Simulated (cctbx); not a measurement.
# What resolution and counting buy: K3Cu3Bi2S8

Space group C2/c (no. 15), a = 24.7520 Å, b = 5.6900 Å, c = 14.8380 Å, α = 90.00°, β = 119.50°, γ = 90.00°.

| atom | mult. | x | y | z | Ueq (Å²) |
| --- | --- | --- | --- | --- | --- |
| Bi1 | 8 | 0.8757 | 0.2886 | 0.7185 | 0.0028 |
| Cu1 | 4 | 0 | 0.7229 | 1/4 | 0.0071 |
| Cu2 | 8 | 0.8787 | 0.2145 | 0.2192 | 0.0045 |
| K1 | 8 | 0.3069 | 0.0532 | 0.9046 | 0.0060 |
| K2 | 4 | 0 | 0 | 0 | 0.0070 |
| S1 | 8 | 0.9078 | 0.9534 | 0.1269 | 0.0053 |
| S2 | 8 | 0.2075 | 0.5404 | 0.8866 | 0.0059 |
| S3 | 8 | 0.8438 | 0.9646 | 0.3128 | 0.0062 |
| S4 | 8 | 0.9622 | 0.5144 | 0.8383 | 0.0055 |

The model is made up (kin elements in a known structure type, no relaxation), so it says nothing on whether the phase exists.

Five simulated data sets (cctbx; Ag Kα, λ = 0.56087 Å; 6 % proportional error) differ in resolution or exposure (noise floor 2 counts in the first three, 8 in the last two). Each is refined with the right model, isotropic at 1.1 Å and anisotropic otherwise. How do the figures of merit and the uncertainties move?

```csv
d min (Å),top counts,"⟨I/σ⟩ (unmerged, absences included)",unique,param. (scale apart),Rint,R1,GooF,largest s.u. xyz (fractional),s.u. U of S1 (Å²),largest error (Å)
1.1,20000,5.4,704,31,0.044,0.0186,1.01,0.00034,0.0005,0.0056
0.84,20000,5.3,1598,74,0.044,0.0178,0.90,0.00017,0.0005,0.0021
0.6,20000,4.7,4402,74,0.046,0.0202,0.93,0.00010,0.0002,0.0013
0.75,300,0.5,2246,74,0.386,0.0981,0.92,0.00286,0.0072,0.0292
0.75,3000,2.5,2246,74,0.081,0.0350,0.92,0.00045,0.0011,0.0053
```

The number of reflections grows roughly as 1/d³: 704, 1598 and 4402 here. R1 follows the noise rather than the truth: at 300 counts it is 0.0981, at 3000 counts 0.0350, while GooF is 0.92 and 0.92: the weights 1/σ² carry the noise. The s.u. of U (U11 where anisotropic) for S1 goes 0.0005, 0.0005, 0.0002 Å² with resolution and 0.0072, 0.0011 Å² with exposure.

Hardware for the 0.6 Å refinement: 0.7 s on 1 thread of Arm Neoverse V2 (shared host), peak memory 0.1 GiB.

[Logs are printed without paths, hosts, clocks, repeated set-up lines and the standing remarks that a program may print on its own settings, such as how far it seeks lower states.]
